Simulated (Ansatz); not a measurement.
# CuS (F-43m): from the cell to its phonons

Wanted: phonon frequencies of CuS (F-43m) and what follows from them.

Method: DFT PBEsol+D3(BJ), scalar-relativistic, plane waves, PAW, in Ansatz 0.2.0.

### 1. Starting point

It takes space group F-43m (No. 216, cubic). Conventional cell: a = 5.160 Å, b = 5.160 Å, c = 5.160 Å, α = 90.00°, β = 90.00°, γ = 90.00°. Cu has 4 S at 2.23 Å nearest. S has 4 Cu at 2.23 Å nearest. Farther neighbours and most contacts between anions are not listed.

### 2. Bringing the structure to rest

Harmonic phonons are second derivatives at a point where the forces vanish, and they are wanted at zero stress, so atoms and cell are relaxed first.

File input.yaml:

```yaml
crystal:
  lattice:
    - [0.0, 2.5800301133, 2.5800301133]
    - [2.5800301133, 0.0, 2.5800301133]
    - [2.5800301133, 2.5800301133, 0.0]
  atoms:
    - { symbol: Cu, position: [0.25, 0.25, 0.25] }
    - { symbol: S, position: [0.0, 0.0, 0.0] }
kpoints:
  mp_grid: { grid: [12, 12, 12] }
hamiltonian:
  xc: pbesol
  dispersion: d3bj
scf:
  occupations: { method: gaussian, width: 0.1 }
output:
  forces: true
  stress: true
  eigenvalues: true
relax:
  adjacent_minimum: "off"
  f_tol: 0.005
  max_steps: 80
  cell: { stress_tol: 0.05 }
```

Launch:

```bash
> ansatz run input.yaml --threads 4 --pin off --max-ram 7168MiB --backend cpu --events-out ev --progress --plain --runs-dir out
```

Numbers of over 12 decimals in the logs are rounded to 6 here.

The program printed:

```text
Engine: ansatz 0.2.0, aarch64-unknown-linux-gnu
Pseudopotentials: kind: paw
Pseudopotential: Cu, paw, valence charge 19, recommended cutoff 420 eV (normal), Cu.paw.azcp
Pseudopotential: S, paw, valence charge 6, recommended cutoff 420 eV (normal), S.paw.azcp
Functional definition: PBEsol
  exchange = pbesol_x
  correlation = pbesol_c
Crystal: 2 atoms, lattice volume = 34.348 Å³
Basis set: ecut = 420 eV, 645 PW (Γ), exchange–correlation on 50×50×50 points (8 copies of the dense FFT grid, shifted against one another)
Bands: 17, of which v1, the nominal top of the filled ones, is band 13 counted from 1 (12 counted from 0)
Symmetry: 24 space group operations
Space group: F-43m (ITA 216), of the structure as read, at distance tolerance 3.3e-5 Å
k-points: 72 of 1728 (time reversal used)
Non-local potential: Cu, projectors of the file, l = 0: 3, l = 1: 2, l = 2: 3, l = 3: 1
Non-local potential: S, projectors of the file, l = 0: 2, l = 1: 2, l = 2: 2
PAW form: soft (Blöchl's): semilocal exchange-correlation on the pseudo side does not see the compensation charge
PAW frozen core: Cu, regenerated for the run's functional, and the local potential with it (the file was generated under x = pbe(κ = 0.804, μ = 0.219515), c = pbe(β = 0.066725))
PAW frozen core: S, regenerated for the run's functional, and the local potential with it (the file was generated under x = pbe(κ = 0.804, μ = 0.219515), c = pbe(β = 0.066725))
PAW one-centre angular grid: Cu, 590 points (default); XC on 64 Gauss nodes
PAW one-centre angular grid: S, 110 points (default); XC on 64 Gauss nodes
Initial density: superposition of atomic densities (neutral atoms: chi_scale 0, normalization atom), corrected by the library's trained network
Initial wavefunctions: pseudopotential atomic-orbital guess
Functional: x = pbesol(κ = 0.804, μ = 0.123457), c = pbesol(β = 0.046)
SCF iter   1: F=—  HF=-7474.742789 eV  |F-HF|=—  |Δ(HF+E_count)|=         —  Δρ=1.09e-2  dr2=2.56e-2  ethr=1.77e-3  ⟨swp⟩=5.1  Hψ=6127  notcnv=0
preconditioner: auto → LDOS  [metal: Δε(μ)=0.028 eV  Ē_g=10.898 eV  σ=0.100 eV  W_gap=0.15  n_scr=14 (ndim 8)  ℏωp=26.1 eV  f_vac=0.049  D(μ)=1.49/eV (n_scr^D=14)  β→1.0]
SCF iter   2: F=—  HF=-7474.745782 eV  |F-HF|=—  |Δ(HF+E_count)|=   2.99e-3  Δρ=1.34e-2  dr2=3.07e-2  ethr=1.03e-4  ⟨swp⟩=2.0  Hψ=2994  notcnv=0  defer=23
SCF iter   3: F=—  HF=-7474.736422 eV  |F-HF|=—  |Δ(HF+E_count)|=   9.36e-3  Δρ=2.77e-3  dr2=1.56e-3  ethr=1.03e-4  ⟨swp⟩=2.0  Hψ=2303  notcnv=0  defer=23
SCF iter   4: F=—  HF=-7474.736082 eV  |F-HF|=—  |Δ(HF+E_count)|=   3.40e-4  Δρ=8.01e-4  dr2=1.34e-4  ethr=6.25e-6  ⟨swp⟩=2.5  Hψ=1668  notcnv=0  defer=23
SCF iter   5: F=—  HF=-7474.736052 eV  |F-HF|=—  |Δ(HF+E_count)|=   3.00e-5  Δρ=1.33e-4  dr2=4.43e-6  ethr=5.35e-7  ⟨swp⟩=2.5  Hψ=1706  notcnv=0  defer=23
SCF iter   6: F=—  HF=-7474.736038 eV  |F-HF|=—  |Δ(HF+E_count)|=   1.34e-5  Δρ=3.16e-5  dr2=2.16e-7  ethr=1.77e-8  ⟨swp⟩=2.5  Hψ=1567  notcnv=0  defer=23
SCF iter   7: F=-7474.736038 eV  HF=-7474.736038 eV  |F-HF|=1.16e-8  |Δ(HF+E_count)|=   2.37e-8  Δρ=6.97e-6  dr2=1.25e-8  ethr=4.00e-10  ⟨swp⟩=4.7  Hψ=4143  notcnv=0
SCF 1 converged in 7 iterations: F = -7474.736038 eV  dr2 = 1.25e-8
  greatest PAW one-centre occupation: 1.000 electrons in one spin orbital (limit 2), on the Cu atom at site 0 (counted from 0), in its partial waves of l = 0
relax step   1: F+E_penalty+E_count = -7474.73603830 eV  Δ(F+E_penalty+E_count) = +0.000e0 eV  max|allowed force component| = 7.401e-17 eV/Å  Δτ_max = 0.0000 Å  P = -4.904 GPa  Ω = 34.348 Å³  (7 SCF iters, dr2 threshold 1.00e-7 eV, accepted)
Crystal: 2 atoms, lattice volume = 33.438 Å³
Initial density: handed on by an earlier stage of this run
Initial wavefunctions: those handed on with the density
iter 1 solved again at ethr=5.67e-5 eV; its pass at ethr=3.10e-3 eV (dr2=1.42e-2 eV) is discarded
SCF iter   1: F=—  HF=-7474.760032 eV  |F-HF|=—  |Δ(HF+E_count)|=         —  Δρ=7.73e-3  dr2=1.43e-2  ethr=5.67e-5  ⟨swp⟩=1.0  Hψ=7103  notcnv=0
preconditioner: auto → LDOS  [metal: Δε(μ)=0.028 eV  Ē_g=11.077 eV  σ=0.100 eV  W_gap=0.16  n_scr=14 (ndim 8)  ℏωp=26.5 eV  f_vac=0.027  D(μ)=1.44/eV (n_scr^D=14)  β→1.0]
SCF iter   2: F=—  HF=-7474.758188 eV  |F-HF|=—  |Δ(HF+E_count)|=   1.84e-3  Δρ=2.38e-3  dr2=1.43e-3  ethr=5.67e-5  ⟨swp⟩=2.6  Hψ=1954  notcnv=0
SCF iter   3: F=—  HF=-7474.758251 eV  |F-HF|=—  |Δ(HF+E_count)|=   6.27e-5  Δρ=3.80e-3  dr2=3.14e-3  ethr=5.72e-6  ⟨swp⟩=2.0  Hψ=2150  notcnv=0
SCF iter   4: F=—  HF=-7474.757582 eV  |F-HF|=—  |Δ(HF+E_count)|=   6.69e-4  Δρ=3.60e-4  dr2=1.98e-5  ethr=5.72e-6  ⟨swp⟩=2.2  Hψ=1780  notcnv=0
SCF iter   5: F=—  HF=-7474.757572 eV  |F-HF|=—  |Δ(HF+E_count)|=   1.07e-5  Δρ=7.58e-5  dr2=1.48e-6  ethr=7.91e-8  ⟨swp⟩=2.8  Hψ=2102  notcnv=0
SCF iter   6: F=-7474.757572 eV  HF=-7474.757572 eV  |F-HF|=2.51e-8  |Δ(HF+E_count)|=   1.94e-7  Δρ=1.41e-5  dr2=4.58e-8  ethr=8.00e-10  ⟨swp⟩=5.4  Hψ=5406  notcnv=0
SCF 2 converged in 6 iterations: F = -7474.757572 eV  dr2 = 4.58e-8
relax step   2: F+E_penalty+E_count = -7474.75757184 eV  Δ(F+E_penalty+E_count) = -2.153e-2 eV  max|allowed force component| = 1.214e-17 eV/Å  Δτ_max = 0.0000 Å  P = -2.520 GPa  Ω = 33.438 Å³  energy of the carried Pulay correction = +2.659e-4 eV  (6 SCF iters, dr2 threshold 2.00e-7 eV, accepted)
Crystal: 2 atoms, lattice volume = 32.527 Å³
Basis set: ecut = 420 eV, 609 PW (Γ), exchange–correlation on 50×50×50 points (8 copies of the dense FFT grid, shifted against one another)
iter 1 solved again at ethr=6.18e-5 eV; its pass at ethr=3.10e-3 eV (dr2=1.54e-2 eV) is discarded
SCF iter   1: F=—  HF=-7474.767127 eV  |F-HF|=—  |Δ(HF+E_count)|=         —  Δρ=8.17e-3  dr2=1.56e-2  ethr=6.18e-5  ⟨swp⟩=1.0  Hψ=7086  notcnv=0
preconditioner: auto → LDOS  [metal: Δε(μ)=0.029 eV  Ē_g=11.249 eV  σ=0.100 eV  W_gap=0.16  n_scr=14 (ndim 8)  ℏωp=26.8 eV  f_vac=0.021  D(μ)=1.38/eV (n_scr^D=14)  β→1.0]
SCF iter   2: F=—  HF=-7474.765118 eV  |F-HF|=—  |Δ(HF+E_count)|=   2.01e-3  Δρ=2.68e-3  dr2=1.59e-3  ethr=6.18e-5  ⟨swp⟩=2.4  Hψ=1900  notcnv=0
SCF iter   3: F=—  HF=-7474.765108 eV  |F-HF|=—  |Δ(HF+E_count)|=   1.01e-5  Δρ=3.85e-3  dr2=3.14e-3  ethr=6.36e-6  ⟨swp⟩=2.0  Hψ=2152  notcnv=0
SCF iter   4: F=—  HF=-7474.764432 eV  |F-HF|=—  |Δ(HF+E_count)|=   6.76e-4  Δρ=3.82e-4  dr2=2.06e-5  ethr=6.36e-6  ⟨swp⟩=2.0  Hψ=1685  notcnv=0
SCF iter   5: F=—  HF=-7474.764418 eV  |F-HF|=—  |Δ(HF+E_count)|=   1.41e-5  Δρ=7.29e-5  dr2=1.34e-6  ethr=8.23e-8  ⟨swp⟩=2.8  Hψ=2145  notcnv=0
SCF iter   6: F=-7474.764418 eV  HF=-7474.764418 eV  |F-HF|=2.60e-8  |Δ(HF+E_count)|=   1.62e-7  Δρ=1.46e-5  dr2=4.71e-8  ethr=8.00e-10  ⟨swp⟩=5.5  Hψ=5428  notcnv=0
SCF 3 converged in 6 iterations: F = -7474.764418 eV  dr2 = 4.71e-8
relax step   3: F+E_penalty+E_count = -7474.76441774 eV  Δ(F+E_penalty+E_count) = -6.846e-3 eV  max|allowed force component| = 2.255e-17 eV/Å  Δτ_max = 0.0000 Å  P = +0.282 GPa  Ω = 32.527 Å³  energy of the carried Pulay correction = +5.393e-4 eV  (6 SCF iters, dr2 threshold 2.00e-7 eV, accepted)
[...]
relax step   4: F+E_penalty+E_count = -7474.76446708 eV  Δ(F+E_penalty+E_count) = -4.933e-5 eV  max|allowed force component| = 2.024e-17 eV/Å  Δτ_max = 0.0000 Å  P = +0.003 GPa  Ω = 32.612 Å³  energy of the carried Pulay correction = +5.136e-4 eV  (5 SCF iters, dr2 threshold 1.98e-7 eV, accepted)
Basis set: ecut = 420 eV, 609 PW (Γ), exchange–correlation on 48×48×48 points (8 copies of the dense FFT grid, shifted against one another)
Initial wavefunctions: pseudopotential atomic-orbital guess (no wavefunctions were taken with the density)
iter 1 solved again at ethr=2.09e-7 eV; its pass at ethr=3.10e-3 eV (dr2=5.24e-5 eV) is discarded
SCF iter   1: F=—  HF=-7474.763959 eV  |F-HF|=—  |Δ(HF+E_count)|=         —  Δρ=8.45e-5  dr2=2.69e-7  ethr=2.09e-7  ⟨swp⟩=3.0  Hψ=9573  notcnv=0
preconditioner: auto → LDOS  [metal: Δε(μ)=0.028 eV  Ē_g=11.280 eV  σ=0.100 eV  W_gap=0.16  n_scr=14 (ndim 8)  ℏωp=26.8 eV  f_vac=0.025  D(μ)=1.37/eV (n_scr^D=14)  β→1.0]
SCF iter   2: F=—  HF=-7474.763945 eV  |F-HF|=—  |Δ(HF+E_count)|=   1.44e-5  Δρ=1.84e-4  dr2=6.81e-6  ethr=1.08e-9  ⟨swp⟩=2.0  Hψ=2133  notcnv=0
SCF iter   3: F=—  HF=-7474.763944 eV  |F-HF|=—  |Δ(HF+E_count)|=   1.42e-6  Δρ=4.11e-5  dr2=5.90e-7  ethr=1.08e-9  ⟨swp⟩=2.0  Hψ=2126  notcnv=0
SCF iter   4: F=—  HF=-7474.763944 eV  |F-HF|=—  |Δ(HF+E_count)|=   1.92e-8  Δρ=5.51e-5  dr2=6.01e-7  ethr=1.08e-9  ⟨swp⟩=2.0  Hψ=1797  notcnv=0
SCF iter   5: F=—  HF=-7474.763943 eV  |F-HF|=—  |Δ(HF+E_count)|=   1.35e-7  Δρ=2.12e-6  dr2=8.41e-10  ethr=1.08e-9  ⟨swp⟩=2.1  Hψ=1747  notcnv=0
SCF iter   6: F=-7474.763943 eV  HF=-7474.763943 eV  |F-HF|=3.64e-12  |Δ(HF+E_count)|=  4.50e-10  Δρ=1.77e-7  dr2=3.00e-12  ethr=1.00e-12  ⟨swp⟩=4.3  Hψ=6056  notcnv=0
SCF 5 converged in 6 iterations: F = -7474.763943 eV  dr2 = 3.00e-12
relax step   5: F+E_penalty+E_count = -7474.76394342 eV  Δ(F+E_penalty+E_count) = +5.237e-4 eV  max|allowed force component| = 1.330e-17 eV/Å  Δτ_max = 0.0000 Å  P = +0.005 GPa  Ω = 32.612 Å³  stress off target by 5.21e-3 GPa  SCF on the basis re-selected at this cell (its energy is not comparable with the rows above)  (6 SCF iters)
basis re-selected at this cell: Δ(F+E_penalty+E_count) = +5.237e-4 eV, ΔP = +0.002 GPa vs the last step (what re-selecting the basis moved, of the pressure what is left beyond the Pulay correction that the steps carried, after the strain that the cell walked since its last selection, with what the two solves' SCF thresholds leave and, on support functions, any second-order correction that the steps lacked; it is no measure of the basis error at this ecutwfc). The dense FFT grid was sized anew with the basis: this SCF ran on 24×24×24 points, the steps before it on 25×25×25, so part of this shift can come from that change (see relax.cell in the input reference). [rest of the remark cut]
SCF converged after 6 iterations
Free energy (F): -7474.763943 eV
Harris-Foulkes:  -7474.763943 eV  (|F-HF|=3.64e-12)
Internal energy: -7474.757100 eV  (E = F + TS)
E sigma→0 (E₀):  -7474.760522 eV
Entropy (-TS):   -0.006843 eV (-3.422 meV/atom)
Fermi energy:    9.206081 eV
--- Per-component energies (eV) ---
  E_band       = -487.857261
  E_kinetic    = 406.881163
  E_local      = -5464.355669  (includes V_loc(G=0)·N_el)
  E_nonlocal   = 417.887192
  E_hartree    = 2401.887314
  E_xc         = -185.524199
  E_vxc        = -203.307021  (∫ρ·V_xc dr)
  E_paw        = -2207.562981  (= ΣΔE_a)
  E_vpaw       = -448.737703  (= ΣTr[D̂ρ^β])
  E_aug_tail   = 0.000301  (compensation charges beyond the density's cutoff)
  E_ewald      = -2843.576373
  E_disp       = -0.661999  (pairwise vdW)
  E_core_change = 0.268151  (= ΣΔE_core)
  E_smearing   = -0.006843  (= −TS)
  E_closure    = 0.000000  (closes the sum)
  Σ components = -7474.763943   (vs F -7474.763943, Δ=0.00e0)
--- Forces (eV/Å), atoms counted from 1 ---
  atom   1  Cu    -0.00000000    -0.00000000    -0.00000000
  atom   2  S      0.00000000     0.00000000    -0.00000000
  max |Σ_I F_I| component: 2.49e-17 eV/Å
--- Stress (GPa, compression-positive) ---
        0.005209       0.000000       0.000000
        0.000000       0.005209       0.000000
       -0.000000       0.000000       0.005209
  P = ⅓ Tr σ = 0.0052 GPa (0.052 kbar)
--- Band table (eV; the first three rows and the last of 72) ---
  k-point 0: bands = [... 9 lower, 6.3381, 10.6009, 10.6009, 10.6009, 12.8655, 16.3167, 16.3167, 16.3167]
  k-point 1: bands = [... 9 lower, 6.3330, 10.0627, 10.5042, 10.5042, 13.2919, 16.2961, 16.4700, 16.4700]
  k-point 2: bands = [... 9 lower, 6.3248, 9.0478, 10.2556, 10.2556, 13.8777, 16.4845, 16.8144, 16.8144]
  k-point 71: bands = [... 9 lower, 6.4067, 6.6340, 6.9649, 7.8865, 15.5820, 17.0985, 17.9533, 18.2210]
--- Relaxed structure (4 steps of the walk, 4 accepted, 1 SCFs on fresh bases) ---
  F+E_penalty+E_count = -7474.76394342 eV   max|allowed force component| = 1.330e-17 eV/Å   (the final SCF, on the basis selected at the relaxed cell)
  cell:  # Å, volume = 32.6118 Å³
    - [0, 2.535798, 2.535798]
    - [2.535798, 0, 2.535798]
    - [2.535798, 2.535798, 0]
  atoms:
    - { symbol: Cu, position: [0.25, 0.25, 0.25] }
    - { symbol: S, position: [0, 0, 0] }
```

Wall time 6.5 s (4 threads of Arm Neoverse V1, shared host); peak memory 0.38 GiB.

This run has no spin polarisation although its electron count is odd.

Step by step:

| step | energy less that of the first step (eV) | largest force component (eV/Å) | pressure (GPa) | volume (Å³) |
| --- | --- | --- | --- | --- |
| 1 | 0.0000 | 0.0000 | -4.90 | 34.35 |
| 2 | -0.0215 | 0.0000 | -2.52 | 33.44 |
| 3 | -0.0284 | 0.0000 | 0.28 | 32.53 |
| 4 | -0.0284 | 0.0000 | 0.00 | 32.61 |
| 5* | -0.0279 | 0.0000 | 0.01 | 32.61 |

Relaxation steps marked * repeat the geometry before them on a plane-wave basis chosen anew for their cell, so energy and pressure can jump there.

Forces are held to the 24 operations that the run works with; a distortion that breaks them can't arise in this run.

| conventional cell, symmetrised | before | after | change |
| --- | --- | --- | --- |
| a (Å) | 5.160 | 5.072 | -1.7 % |
| b (Å) | 5.160 | 5.072 | -1.7 % |
| c (Å) | 5.160 | 5.072 | -1.7 % |
| volume (Å³/atom) | 17.17 | 16.31 | -5.1 % |

Final coordinates:

```
Cu S
1.0
     0.00000    2.53580    2.53580
     2.53580    0.00000    2.53580
     2.53580    2.53580    0.00000
Cu S
1 1
Direct
  0.25000 0.25000 0.25000
  0.00000 0.00000 0.00000
```

This step gave:

```yaml
pressure: 0.005209 GPa
volume_per_atom: 16.31 Å³
gap_on_the_k_mesh: 0 eV
```

In this step the volume went from 17.17 to 16.31 Å³/atom.

### 3. Relaxing to small forces for the phonons

Phonons need a cell at rest on their own settings, so the relaxation is repeated with tight tolerances on forces and stress on the k mesh and occupations of the first response run.

input.yaml, the sections that differ from step 2:

```yaml
crystal:
  lattice:
    - [0.0, 2.5357983906, 2.5357983906]
    - [2.5357983906, 0.0, 2.5357983906]
    - [2.5357983906, 2.5357983906, 0.0]
  atoms:
    - { symbol: Cu, position: [0.25, 0.25, 0.25] }
    - { symbol: S, position: [0.0, 0.0, 0.0] }
scf:
  occupations: { method: methfessel_paxton, width: 0.15 }
relax:
  adjacent_minimum: "off"
  f_tol: 0.001
  max_steps: 60
  cell: { stress_tol: 0.01 }
# kpoints, hamiltonian, output: as in step 2
```

The program printed:

```text
[...]
Crystal: 2 atoms, lattice volume = 32.612 Å³
Basis set: ecut = 420 eV, 609 PW (Γ), exchange–correlation on 48×48×48 points (8 copies of the dense FFT grid, shifted against one another)
Bands: 17, of which v1, the nominal top of the filled ones, is band 13 counted from 1 (12 counted from 0)
Symmetry: 24 space group operations
[...]
k-points: 72 of 1728 (time reversal used)
[...]
k-point 71: bands = [... 9 lower, 6.4094, 6.6372, 6.9683, 7.8900, 15.5861, 17.1034, 17.9573, 18.2255]
--- Relaxed structure (3 steps of the walk, 3 accepted, 1 SCFs on fresh bases) ---
[...]
cell:  # Å, volume = 32.6037 Å³
    - [0, 2.535590, 2.535590]
    - [2.535590, 0, 2.535590]
    - [2.535590, 2.535590, 0]
  atoms:
    - { symbol: Cu, position: [0.25, 0.25, 0.25] }
    - { symbol: S, position: [0, 0, 0] }
[key lines of the parts left out:]
SCF converged after 8 iterations
Free energy (F): -7474.760298 eV
Fermi energy:    9.209991 eV
P = ⅓ Tr σ = -0.0005 GPa (-0.005 kbar)
```

The job ended after 5.2 s (4 threads; peak memory 0.37 GiB; 17 s of CPU time).

Little changed from the start: no atom moved by 0.005 Å and no cell edge by 0.1 %.

This step gave:

* pressure: -5.37e-4 GPa
* volume per atom: 16.30 Å³

The forces vanish by symmetry and the pressure is -0.001 GPa, within the tolerances set. The cell now holds 16.30 Å³/atom.

### 4. Linear response at the zone centre

The zone centre comes first: it holds the modes that light can see, as far as symmetry allows. No field response is asked, since the mesh shows no gap.

input.yaml, the sections that differ from step 3:

```yaml
crystal:
  lattice:
    - [0.0, 2.5355899304, 2.5355899304]
    - [2.5355899304, 0.0, 2.5355899304]
    - [2.5355899304, 2.5355899304, 0.0]
  atoms:
    - { symbol: Cu, position: [0.25, 0.25, 0.25] }
    - { symbol: S, position: [0.0, 0.0, 0.0] }
output:
  eigenvalues: true
phonons:
  method: dfpt
# kpoints, hamiltonian, scf: as in step 3
# relax: removed
```

The program printed:

```text
zone centre: on kpoints.mp_grid the ground state, and the responses unless they are solved on pairs of k-points, stand on 163 of the mesh's 1728 k-points, reduced under 8 symmetry operations, with k and −k counted as one. Each operation leaves every solved displacement unchanged or reverses it
[...]
Crystal: 2 atoms, lattice volume = 32.604 Å³
Basis set: ecut = 420 eV, 609 PW (Γ), exchange–correlation on 48×48×48 points (8 copies of the dense FFT grid, shifted against one another)
Bands: 17, of which v1, the nominal top of the filled ones, is band 13 counted from 1 (12 counted from 0)
Symmetry: 24 space group operations
k-points: 163 of 1728 (irreducible under 8 space group operations, time reversal used)
[...]
SCF iter   1: F=—  HF=-7474.767559 eV  |F-HF|=—  |Δ(HF+E_count)|=         —  Δρ=1.17e-2  dr2=2.76e-2  ethr=1.77e-3  ⟨swp⟩=5.1  Hψ=13925  notcnv=0
[...]
SCF iter   9: F=-7474.760298 eV  HF=-7474.760298 eV  |F-HF|=1.82e-12  |Δ(HF+E_count)|=  5.46e-12  S|Δr|=    0.00e0  Δρ=2.03e-8  dr2=1.01e-13  ethr=1.00e-12  ⟨swp⟩=5.7  Hψ=11568  notcnv=0
SCF 1 converged in 9 iterations: F = -7474.760298 eV  dr2 = 1.01e-13
[...]
DFPT response loops at Γ: preconditioner auto → Kerker (q_TF=auto, 2.610 Å⁻¹) (partly filled bands, converged f_vac=0.025); β = 1.00, the filter's whole step (`scf.mixing.beta` (0.50) is not read by the response loops under this deck's `scf.mixing.preconditioner`; to damp them name `kerker` or `kerker_dos`, under which they read `scf.mixing.beta`, and type it under 1.00, their step now; both keys bind the ground state too); Broyden in place of MSR1
SCF converged after 9 iterations
[...]
Free energy (F): -7474.760298 eV
[...]
Internal energy: -7474.761121 eV  (E = F + TS)
E sigma→0 (E₀):  -7474.760504 eV
Entropy (-TS):   0.000823 eV (0.411 meV/atom)
Fermi energy:    9.209991 eV
[...]
--- Band table (eV; the first three rows and the last of 163) ---
  k-point 0: bands = [... 9 lower, 6.3412, 10.6051, 10.6051, 10.6051, 12.8706, 16.3205, 16.3205, 16.3205]
  k-point 1: bands = [... 9 lower, 6.3361, 10.0668, 10.5083, 10.5083, 13.2970, 16.3000, 16.4738, 16.4738]
  k-point 2: bands = [... 9 lower, 6.3279, 9.0517, 10.2596, 10.2596, 13.8827, 16.4887, 16.8184, 16.8184]
  k-point 162: bands = [... 9 lower, 6.4094, 6.6372, 6.9683, 7.8900, 15.5861, 17.1034, 17.9573, 18.2255]
--- Phonons (Γ-DFPT): 2 representative perturbations + reference, on 163 of 1728 k-points (Σ response iterations 6) ---
  k mesh reduced under 8 symmetry operations, with k and −k counted as one. Each operation leaves every solved displacement unchanged or reverses it
  ASR residual: 1.179e-5 → 0.000e0 eV/Å²; symmetrization residual: 1.506e-6 eV/Å²
  pairwise dispersion correction: d3bj (s6 = 1.0, s8 = 2.9491, a1 = 0.4466, a2_bohr = 6.1742), with the weights of each atom's references fixed at the reference crystal's, and the forces and stress that the weights' published response gives there kept as a pressure on the atom's counted neighbours (hamiltonian.dispersion)
  ASR residual per site (eV/Å²): 1.18e-5 1.14e-5
  Γ frequencies (cm⁻¹): 0.00 0.00 0.00 307.65 307.65 307.65
  non-analytic LO–TO correction: not included (Born effective charges unavailable; polar crystals: no LO–TO splitting at Γ)
```

It took 7.8 s on 4 threads; peak memory 0.56 GiB; 29 s of CPU time.

Reading the cycles: dr2 is the Hartree energy of the density residual (eV), the measure of convergence; HF is the Harris–Foulkes estimate of the energy, which meets the free energy F at convergence.

Numbers from this step:

| Property | Result |
| --- | --- |
| sum-rule residual before enforcement | 1.18e-5 eV/Å² |
| point group | -43m |
| highest optical mode at the zone centre (no LO-TO term) | 307.6 cm⁻¹ |
| lowest optical zone-centre mode | 307.6 cm⁻¹ |

Patterns of degenerate modes are one choice out of their space. The modes at Γ (shares of kinetic energy by element, %):

| mode | frequency (cm⁻¹) | symmetry | Cu % | S % |
| --- | --- | --- | --- | --- |
| 1 | 0.0 | acoustic | 66 | 34 |
| 2 | 0.0 | acoustic | 66 | 34 |
| 3 | 0.0 | acoustic | 66 | 34 |
| 4 | 307.6 | T2 | 34 | 66 |
| 5 | 307.6 | T2 | 34 | 66 |
| 6 | 307.6 | T2 | 34 | 66 |

Displacements in mode 6 (307.6 cm⁻¹), the largest set to 1:
```
Cu1  0.00  0.11 -0.50
S2   0.00 -0.21  1.00
```

Before it was imposed, the acoustic sum rule was missed by 1.2e-5 eV/Å². Small misses are needed for a sound result but don't prove that mesh and cutoff are converged. The lowest optical mode is real, 308 cm⁻¹.

[end of part 1 of 2]

[Logs are printed without paths, hosts, clocks, repeated set-up lines and the standing remarks that a program may print on its own settings, such as how far it seeks lower states.]

[Hosts, paths, dates, database ids (printed as entryN), source tags and the programs' standing remarks are cut or masked in the printed files.]
